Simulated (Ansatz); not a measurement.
## BiCl (built on the sites of a database entry of InCl): relaxing the cell for a phonon run: cost of one run

Ansatz 0.2.0; DFT PBE+D3(BJ), scalar-relativistic, plane waves, PAW. The cell holds 4 atoms.

The structure was built from a prototype and need not be the compound's stable phase.

Contents of input.yaml:

```yaml
crystal:
  lattice:
    - [2.4849027588, -6.4612130993, 0.0]
    - [2.4849027588, 6.4612130993, 0.0]
    - [0.0, 0.0, 3.5185113932]
  atoms:
    - { symbol: Bi, position: [0.4007515736, 0.5992484264, 0.75] }
    - { symbol: Bi, position: [0.5992484264, 0.4007515736, 0.25] }
    - { symbol: Cl, position: [0.8675000276, 0.1324999724, 0.25] }
    - { symbol: Cl, position: [0.1324999724, 0.8675000276, 0.75] }
kpoints:
  mp_grid: { grid: [10, 10, 12] }
hamiltonian:
  xc: pbe
  dispersion: d3bj
scf:
  occupations: { method: gaussian, width: 0.1 }
output:
  forces: true
  stress: true
  eigenvalues: true
  write_density: true
  write_potential: true
  elf: true
  volumetric_format: npy
relax:
  adjacent_minimum: "off"
  f_tol: 0.005
  max_steps: 80
  cell: { stress_tol: 0.05 }
```

The run is started by

```console
> ansatz run input.yaml --threads 4 --pin off --max-ram 14336MiB --backend cpu --events-out ev --progress --plain --runs-dir out
```

The cutoff in use is 420 eV. For reference, a run of the same kind (4 atoms, 39 k-points, 27 bands and 2,231 plane waves; 77 SCF cycles) took 23 s and 0.59 GiB on the same hardware.

What time and memory should one allow on 4 threads of Intel Xeon Platinum 8223CL at 3.00GHz (Skylake/Cascade Lake), shared host?

A cutoff of 420 eV is a sphere of radius 10.5 Å⁻¹, so a cell of 113 Å³ holds about V·G³/6π² = 2,208 plane waves. At two electrons a band, the 44 electrons need 22 bands, and 5 more are carried. Symmetry cuts the 10×10×12 mesh from 1200 to 217 points. The run has 217 k-points, 27 bands and 2,227 plane waves. Taking the work of a cycle as k-points × spins × bands × plane waves, that is 5.6 times the reference, or 2.1 min at the reference's 77 cycles. The run needed 36 SCF cycles over 6 ionic steps, which makes it about 58 s. One copy of the wavefunctions takes 0.19 GiB at 16 bytes a coefficient, against 0.035 GiB in the reference; grids, projectors and work arrays come on top. Measured: about 49 s, with a peak of 0.9 GiB. The estimate holds within 25 %.

[Logs are printed without paths, hosts, clocks, repeated set-up lines and the standing remarks that a program may print on its own settings, such as how far it seeks lower states.]

[Hosts, paths, dates, database ids (printed as entryN), source tags and the programs' standing remarks are cut or masked in the printed files.]
